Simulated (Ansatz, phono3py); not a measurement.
# Phonon transport in NaI (Fm-3m), part 3 of 4

How well does the lattice of NaI conduct heat?

What experiment has found for this phase:
- thermal conductivity 1.8 W/m/K near room temperature (given in “Combining the AFLOW GIBBS and Elastic Libraries to efficiently and robustly screen thermo-mechanical properties of solids”, 2017, arXiv:1611.05714)
- thermal conductivity 1.8 W/m/K near room temperature (given in “Predicting the lattice thermal conductivity of solids by solving the Boltzmann transport equation: AFLOW - AAPL an automated, accurate and efficient framework”, 2017, arXiv:1611.05481)

Ansatz 0.2.0; DFT LDA, scalar-relativistic, plane waves, PAW; PAW set soft_1.

So far. Step 2 (A first coarse run): The start is under -1.6 GPa at this level and looks like an insulator or semiconductor on this mesh. Step 5 (Relaxing to small residual forces and stress): The residual pressure is -0.0098 GPa, small enough for phonons. The relaxed cell has a = 6.261 Å (conventional setting).

## (6) Third-order constants on small settings, k-mesh 6×6×6, q-mesh of the transport sums 11×11×11

A small supercell and a short cutoff cost little, and show how far such settings carry.

Contents of input.yaml:

```yaml
crystal:
  lattice:
    - [0.0, 3.130587434, 3.130587434]
    - [3.130587434, 0.0, 3.130587434]
    - [3.130587434, 3.130587434, 0.0]
  atoms:
    - { symbol: Na, position: [0.0, 0.0, 0.0] }
    - { symbol: I, position: [0.5, 0.5, 0.5] }
kpoints:
  mp_grid: { grid: [6, 6, 6] }
hamiltonian:
  xc: lda
  pseudopotentials: { kind: paw, azcp: { folder: soft_1 }, xc_functional: pbe }
scf:
  occupations: { method: fixed }
  lower_state_search: "off"
output:
  eigenvalues: true
phonons:
  method: fd
  dielectric: true
  supercell: [2, 2, 2]
  temperatures: { t_max: 1000, t_step: 50 }
  qpath:
    path:
      - [[0.0, 0.0, 0.0], [0.5, 0.0, 0.5], [0.625, 0.25, 0.625]]
      - [[0.375, 0.375, 0.75], [0.0, 0.0, 0.0], [0.5, 0.5, 0.5], [0.5, 0.25, 0.75], [0.5, 0.0, 0.5]]
    npoints: 10
  third_order: { supercell: [2, 2, 2], pair_cutoff: 3.281 }
  lattice_thermal_conductivity:
    qmesh: [11, 11, 11]
    temperatures: [100.0, 150.0, 200.0, 300.0, 400.0, 500.0]
    isotope_mass_variance: [{ species: I, variance: 0.0 }, { species: Na, variance: 0.0 }]
```

Started as:

```console
$ ansatz run input.yaml --threads 4 --pin off --max-ram 19456MiB --backend cpu --events-out ev --progress --plain --runs-dir out
```

Numbers of over 12 decimals in the logs are rounded to 6 here.

The program printed:

```text
Warning: phonons.dielectric: true without phonons.rigid_motions: the static dielectric tensor ε⁰ will be withheld (ε∞, Z* and the rows of modes are given); for a crystal or a slab, whose only rigid motions are the translations, set phonons.rigid_motions: translations
[...]
Crystal: 16 atoms, lattice volume = 490.905 Å³
Basis set: ecut = 420 eV, 9577 PW (Γ)
Bands: 125, of which v1, the nominal top of the filled ones, is band 104 counted from 1 (103 counted from 0)
Symmetry: 384 space group operations
k-points: 4 of 27
[...]
SCF iter   1: F=—  HF=-70600.738158 eV  |F-HF|=—  |Δ(HF+E_count)|=         —  Δρ=1.48e-8  dr2=1.18e-12  ethr=1.00e-12  ⟨swp⟩=3.0  Hψ=1258  notcnv=0
[...]
SCF iter   2: F=-70600.738158 eV  HF=-70600.738158 eV  |F-HF|=2.91e-11  |Δ(HF+E_count)|=  1.46e-11  Δρ=7.14e-9  dr2=2.85e-13  ethr=1.00e-12  ⟨swp⟩=3.0  Hψ=1020  notcnv=0
SCF 1 converged in 2 iterations: F = -70600.738158 eV  dr2 = 2.85e-13
[...]
Crystal: 2 atoms, lattice volume = 61.363 Å³
Basis set: ecut = 420 eV, 1243 PW (Γ), exchange–correlation on 60×60×60 points (8 copies of the dense FFT grid, shifted against one another)
Bands: 17, of which v1, the nominal top of the filled ones, is band 13 counted from 1 (12 counted from 0)
Symmetry: 48 space group operations
k-points: 30 of 216 (irreducible under 8 space group operations, time reversal used)
[...]
SCF iter   8: F=-8825.092270 eV  HF=-8825.092270 eV  |F-HF|=4.91e-11  |Δ(HF+E_count)|=  9.09e-11  Δρ=4.89e-7  dr2=6.67e-11  ethr=1.00e-12  ⟨swp⟩=6.9  Hψ=2235  notcnv=0
SCF 2 converged in 8 iterations: F = -8825.092270 eV  dr2 = 6.67e-11
[...]
NSCF: frozen V_eff on 2 k-points
DFPT response loops at Γ: preconditioner auto → none (the input reference at scf.mixing.eps_inf says where Resta's filter doesn't serve); β = 0.50; Broyden in place of MSR1
Symmetry: 8 space group operations
k-points: 6 of 27 (time reversal used)
[...]
SCF iter   1: F=—  HF=-70600.738164 eV  |F-HF|=—  |Δ(HF+E_count)|=         —  Δρ=8.28e-5  dr2=2.46e-5  ethr=3.23e-9  ⟨swp⟩=4.0  Hψ=2824  notcnv=0  defer=21
eigensolver tolerance schedule calibrated: the retry pair's looser diagonalisation under-reported the residual by θ = 0.73 (0.12/decade); ethr = c·dr2/N_el runs at the constant in force after the calibration composes with the one it found (an armed cap, an earlier calibration), c = 6.8e-2
SCF iter   2: F=—  HF=-70600.738156 eV  |F-HF|=—  |Δ(HF+E_count)|=   8.62e-6  Δρ=4.22e-5  dr2=6.13e-6  ethr=3.23e-9  ⟨swp⟩=2.0  Hψ=1254  notcnv=0  defer=21
[...]
SCF iter   7: F=-70600.738153 eV  HF=-70600.738153 eV  |F-HF|=0.00e0  |Δ(HF+E_count)|=  1.46e-11  Δρ=1.50e-8  dr2=1.34e-12  ethr=1.00e-12  ⟨swp⟩=6.0  Hψ=3134  notcnv=0
SCF 3 converged in 7 iterations: F = -70600.738153 eV  dr2 = 1.34e-12
[...]
SCF iter   6: F=-70600.738151 eV  HF=-70600.738151 eV  |F-HF|=1.46e-11  |Δ(HF+E_count)|=    0.00e0  Δρ=2.93e-8  dr2=3.71e-12  ethr=1.00e-12  ⟨swp⟩=5.0  Hψ=3500  notcnv=0
SCF 4 converged in 6 iterations: F = -70600.738151 eV  dr2 = 3.71e-12
[...]
Symmetry: 96 space group operations
k-points: 6 of 27
[...]
SCF iter   3: F=-70600.738158 eV  HF=-70600.738158 eV  |F-HF|=0.00e0  |Δ(HF+E_count)|=  2.91e-11  Δρ=4.28e-8  dr2=5.72e-12  ethr=1.00e-12  ⟨swp⟩=1.0  Hψ=1437  notcnv=0
SCF 5 converged in 3 iterations: F = -70600.738158 eV  dr2 = 5.72e-12
Symmetry: 6 space group operations
[...]
SCF iter   7: F=-70600.737454 eV  HF=-70600.737454 eV  |F-HF|=2.91e-11  |Δ(HF+E_count)|=  5.97e-10  Δρ=1.60e-7  dr2=1.08e-10  ethr=1.00e-12  ⟨swp⟩=5.0  Hψ=2536  notcnv=0
SCF 6 converged in 7 iterations: F = -70600.737454 eV  dr2 = 1.08e-10
Symmetry: 2 space group operations
k-points: 10 of 27 (time reversal used)
[...]
SCF iter   7: F=-70600.735933 eV  HF=-70600.735933 eV  |F-HF|=2.33e-10  |Δ(HF+E_count)|=   1.94e-9  Δρ=3.13e-7  dr2=4.59e-10  ethr=1.00e-12  ⟨swp⟩=5.0  Hψ=4673  notcnv=0
SCF 7 converged in 7 iterations: F = -70600.735933 eV  dr2 = 4.59e-10
[...]
SCF 8 converged in 7 iterations: F = -70600.737563 eV  dr2 = 8.45e-11
Symmetry: 1 space group operations
k-points: 14 of 27 (time reversal used)
[...]
SCF 9 converged in 7 iterations: F = -70600.736553 eV  dr2 = 3.09e-10
[...]
SCF iter   2: F=—  HF=-70600.737822 eV  |F-HF|=—  |Δ(HF+E_count)|=   7.35e-5  Δρ=2.08e-4  dr2=6.44e-5  ethr=2.05e-7  ⟨swp⟩=2.0  Hψ=1929  notcnv=0  defer=186
[...]
SCF iter   6: F=-70600.737398 eV  HF=-70600.737398 eV  |F-HF|=2.91e-11  |Δ(HF+E_count)|=  6.40e-10  Δρ=2.97e-7  dr2=3.90e-10  ethr=1.00e-12  ⟨swp⟩=5.0  Hψ=4650  notcnv=0
SCF 19 converged in 6 iterations: F = -70600.737398 eV  dr2 = 3.90e-10
[...]
SCF iter   7: F=-70600.736552 eV  HF=-70600.736552 eV  |F-HF|=1.60e-10  |Δ(HF+E_count)|=   1.41e-9  Δρ=2.30e-7  dr2=3.21e-10  ethr=1.00e-12  ⟨swp⟩=5.0  Hψ=5827  notcnv=0
SCF 20 converged in 7 iterations: F = -70600.736552 eV  dr2 = 3.21e-10
[...]
SCF iter   7: F=-70600.736890 eV  HF=-70600.736890 eV  |F-HF|=2.04e-10  |Δ(HF+E_count)|=   1.37e-9  Δρ=2.53e-7  dr2=4.13e-10  ethr=1.00e-12  ⟨swp⟩=5.0  Hψ=4649  notcnv=0
SCF 21 converged in 7 iterations: F = -70600.736890 eV  dr2 = 4.13e-10
[...]
SCF iter   7: F=-70600.736270 eV  HF=-70600.736270 eV  |F-HF|=7.28e-11  |Δ(HF+E_count)|=   1.34e-9  Δρ=2.13e-7  dr2=2.59e-10  ethr=1.00e-12  ⟨swp⟩=5.0  Hψ=4145  notcnv=0
SCF 22 converged in 7 iterations: F = -70600.736270 eV  dr2 = 2.59e-10
[...]
SCF iter   7: F=-70600.736553 eV  HF=-70600.736553 eV  |F-HF|=1.31e-10  |Δ(HF+E_count)|=   1.35e-9  Δρ=2.38e-7  dr2=3.56e-10  ethr=1.00e-12  ⟨swp⟩=5.0  Hψ=5834  notcnv=0
SCF 23 converged in 7 iterations: F = -70600.736553 eV  dr2 = 3.56e-10
[...]
SCF iter   7: F=-70600.736865 eV  HF=-70600.736865 eV  |F-HF|=1.75e-10  |Δ(HF+E_count)|=   1.12e-9  Δρ=2.43e-7  dr2=4.07e-10  ethr=1.00e-12  ⟨swp⟩=5.0  Hψ=4650  notcnv=0
SCF 24 converged in 7 iterations: F = -70600.736865 eV  dr2 = 4.07e-10
[...]
SCF iter   7: F=-70600.736553 eV  HF=-70600.736553 eV  |F-HF|=1.16e-10  |Δ(HF+E_count)|=   1.35e-9  Δρ=2.22e-7  dr2=3.04e-10  ethr=1.00e-12  ⟨swp⟩=5.0  Hψ=5819  notcnv=0
SCF 25 converged in 7 iterations: F = -70600.736553 eV  dr2 = 3.04e-10
[...]
SCF iter   7: F=-70600.736559 eV  HF=-70600.736559 eV  |F-HF|=2.04e-10  |Δ(HF+E_count)|=   1.02e-9  Δρ=2.26e-7  dr2=3.40e-10  ethr=1.00e-12  ⟨swp⟩=5.0  Hψ=6508  notcnv=0
SCF 26 converged in 7 iterations: F = -70600.736559 eV  dr2 = 3.40e-10
[...]
SCF iter   7: F=-70600.736189 eV  HF=-70600.736189 eV  |F-HF|=7.28e-11  |Δ(HF+E_count)|=   1.30e-9  Δρ=2.09e-7  dr2=2.52e-10  ethr=1.00e-12  ⟨swp⟩=5.0  Hψ=4139  notcnv=0
SCF 27 converged in 7 iterations: F = -70600.736189 eV  dr2 = 2.52e-10
SCF converged after 2 iterations
Free energy (F): -70600.738158 eV
[...]
Internal energy: -70600.738158 eV  (E = F + TS)
E sigma→0 (E₀):  -70600.738158 eV
Fermi energy:    3.762519 eV
[...]
--- Band table (eV) ---
  k-point 0: bands = [... 100 lower, 3.4089, 3.7625, 3.7625, 3.7625, 7.3805, 8.1047, 8.1047, 8.1047, ... 17 higher]
  k-point 1: bands = [... 100 lower, 3.4907, 3.4907, 3.6669, 3.6669, 8.2724, 8.6742, 8.6742, 8.6742, ... 17 higher]
  k-point 2: bands = [... 100 lower, 3.4022, 3.4022, 3.4978, 3.4978, 8.6203, 8.7542, 9.0896, 9.0896, ... 17 higher]
  k-point 3: bands = [... 100 lower, 3.2448, 3.2977, 3.2977, 3.6137, 9.1807, 9.2449, 9.2772, 9.2772, ... 17 higher]
--- Phonons: 2 displaced members + reference (amplitude 0.0025 Å, Σ member SCF iterations 13) ---
  symmetry images taken by strict's conditions (phonons.symmetry_images: auto; settled by no image being taken that strict refuses); asymmetry of the core-correction force 4.1e-15 eV/Å at the most on a site, 2.9e-14 eV/Å summed over every site of the supercell
  ASR residual: 4.336e-4 → 0.000e0 eV/Å²; symmetrization residual: 1.670e-4 eV/Å²
  largest component of a force at the reference: 8.1e-29 eV/Å
  ASR residual per site (eV/Å²): 3.98e-5 4.34e-4
  Γ frequencies (cm⁻¹): 0.00 0.00 0.00 130.68 130.68 130.68
  Unit cell's response to a homogeneous field, on a k mesh of 6×6×6: 1 representative field direction (Σ response iterations 7)
  ε∞ (high-frequency dielectric tensor):
        3.613530     0.000000     0.000000
        0.000000     3.613530    -0.000000
       -0.000000     0.000000     3.613530
  ε⁰ (static dielectric tensor): not given — the deck does not say what the cell's rigid motions are, and on a molecule in a box or a wire the rigid rotations would enter the sum over the modes at Γ. For a crystal or a slab, whose only rigid motions are the translations, set phonons.rigid_motions: translations.
  Born effective charges Z* (e; rows j = field, columns β = displacement):
    site 0:
         1.16504    0.00000   -0.00000
        -0.00000    1.16504    0.00000
         0.00000   -0.00000    1.16504
    site 1:
        -1.16504   -0.00000    0.00000
         0.00000   -1.16504   -0.00000
         0.00000    0.00000   -1.16504
  Z* charge neutrality: 1.645e-5 e pre-enforcement
  k-mesh period / interband length: 26.6 Å / 1.80 Å = 14.75 at k = (0.0000, 0.0000, 0.0000), direct gap 3.618 eV — 14 or more, which is no proof of convergence
  optical modes at Γ without the LO–TO term, one row a degenerate level:
      ω (cm⁻¹)  modes    IR ((D/Å)²/amu)
        130.68      3             4.8266
  optical modes at Γ + LO–TO along q̂ = [1.0000, 0.0000, 0.0000]:
      ω (cm⁻¹)  modes    IR ((D/Å)²/amu)
        130.68      2             3.2177
        180.42      1             1.6089
  optical modes at Γ + LO–TO along q̂ = [0.0000, 1.0000, 0.0000]:
      ω (cm⁻¹)  modes    IR ((D/Å)²/amu)
        130.68      2             3.2177
        180.42      1             1.6089
  optical modes at Γ + LO–TO along q̂ = [0.0000, 0.0000, 1.0000]:
      ω (cm⁻¹)  modes    IR ((D/Å)²/amu)
        130.68      2             3.2177
        180.42      1             1.6089
  density of states and harmonic sums: on the 18×18×18 q-mesh, interpolated from the force constants of a 2×2×2 supercell (with the dipole–dipole term)
  largest difference from the sums on the solved wave vectors: F 9.09e-2 eV, S 1.23e-4 and C_V 3.22e-5 eV/K
  zero-point energy: 0.036256 eV/cell   skipped modes (ω ≤ 0): 3   left out of the sums: 8.57e-5 of the cell's modes: C_V's classical limit lies that fraction below 3 k_B per atom; for a crystal, a wire or a layer, F and S can be off by more, and a phonons.interpolated_qmesh denser along its periods is the remedy for the sampling
--- Third-order force constants: 22 member SCFs in a 2×2×2 supercell (pair cutoff 3.281 Å, amplitude 0.03 Å, SCF threshold 1.00e-9 eV, Σ member SCF iterations 152) ---
[...]
38 force-constant blocks with the first atom in the home cell, fitted with 6 parameters over 4 symmetry orbits; no atom triplet left out
  sum-rule residual: 8.089e-2 → 4.441e-16 eV/Å³; symmetrization residual: 7.072e-3 eV/Å³; largest sum-rule correction relative to its orbit: 2.483e-2, on the orbit of the block of home site 0 with site 1 of cell (-1, -1, 0) and site 0 of cell (0, 0, 0), whose norm before the correction was 3.444e0 eV/Å³
--- Lattice thermal conductivity: 11×11×11 mesh (56 irreducible points), tetrahedron method ---
  three-phonon and isotope scattering only; four-phonon, boundary and, in a metal, phonon-electron scattering are left out
  each conductivity is what the modes' populations carry and what the coherences between them add
  conductivity (a third of the tensor's trace), W/(m K), in the relaxation-time approximation and from the full solution:
       T (K)   relaxation time   full solution  iterations             ending  least Ritz value
      100.00           15.0832         15.9339           9          converged          5.340e-1
      150.00            9.1818          9.6579           9          converged          5.305e-1
      200.00            6.6785          7.0125           9          converged          5.293e-1
      300.00            4.3739          4.5858           9          converged          5.284e-1
      400.00            3.2747          3.4308           9          converged          5.281e-1
      500.00            2.6274          2.7513           9          converged          5.280e-1
```

Run time: 4.7 min. Hardware: 4 threads of Arm Neoverse V2, shared host; peak memory 1.7 GiB.

This step gave:

```yaml
gamma_frequencies: 0, 0, 0, 130.7, 130.7, 130.7 cm⁻¹ (negative: imaginary)
lowest_frequency_on_the_path: 0 cm⁻¹
zero_point_energy: 0.03626 eV/cell
point_group: m-3m
highest_frequency: 180.8 cm⁻¹
debye_temperature_from_the_second_moment: 201 K
kappa_at_300_k_relaxation_time: 4.374 W/m/K
kappa_at_300_k_full_solution: 4.586 W/m/K
dipole_term: run
mean_free_path_at_half_of_kappa: 35.2 nm
share_of_kappa_above_the_three_lowest_branches: 0.037
third_order_blocks: 38
periodic_aliases_dropped: 0
largest_relative_sum_rule_correction: 0.02483
displaced_cells_third_order: 22
```

W/m/K. Kappa, by row:

```csv
T (K),RTA xx,RTA yy,RTA zz,full xx,full yy,full zz,coherence part xx,coherence part yy,coherence part zz,ending,iterations,least Ritz value
100,15.08,15.08,15.08,15.93,15.93,15.93,0.02613,0.02613,0.02613,converged,9,0.534
150,9.182,9.182,9.182,9.658,9.658,9.658,0.03892,0.03892,0.03892,converged,9,0.531
200,6.679,6.679,6.679,7.013,7.013,7.013,0.04778,0.04778,0.04778,converged,9,0.529
300,4.374,4.374,4.374,4.586,4.586,4.586,0.05926,0.05926,0.05926,converged,9,0.528
400,3.275,3.275,3.275,3.431,3.431,3.431,0.06624,0.06624,0.06624,converged,9,0.528
500,2.627,2.627,2.627,2.751,2.751,2.751,0.07078,0.07078,0.07078,converged,9,0.528
```

This rung gives 4.37 W/(m K) at 300 K by relaxation time, but with 16 atoms, 1 neighbour distance inside the cutoff and a 11×11×11 mesh it is a test, not the conductivity of the crystal.

(Continued in part 4 of 4.)

[Logs are printed without paths, hosts, clocks, repeated set-up lines and the standing remarks that a program may print on its own settings, such as how far it seeks lower states.]

[Hosts, paths, dates, database ids (printed as entryN), source tags and the programs' standing remarks are cut or masked in the printed files.]

[A step with changed settings may run another functional than the one named; its input shows which.]
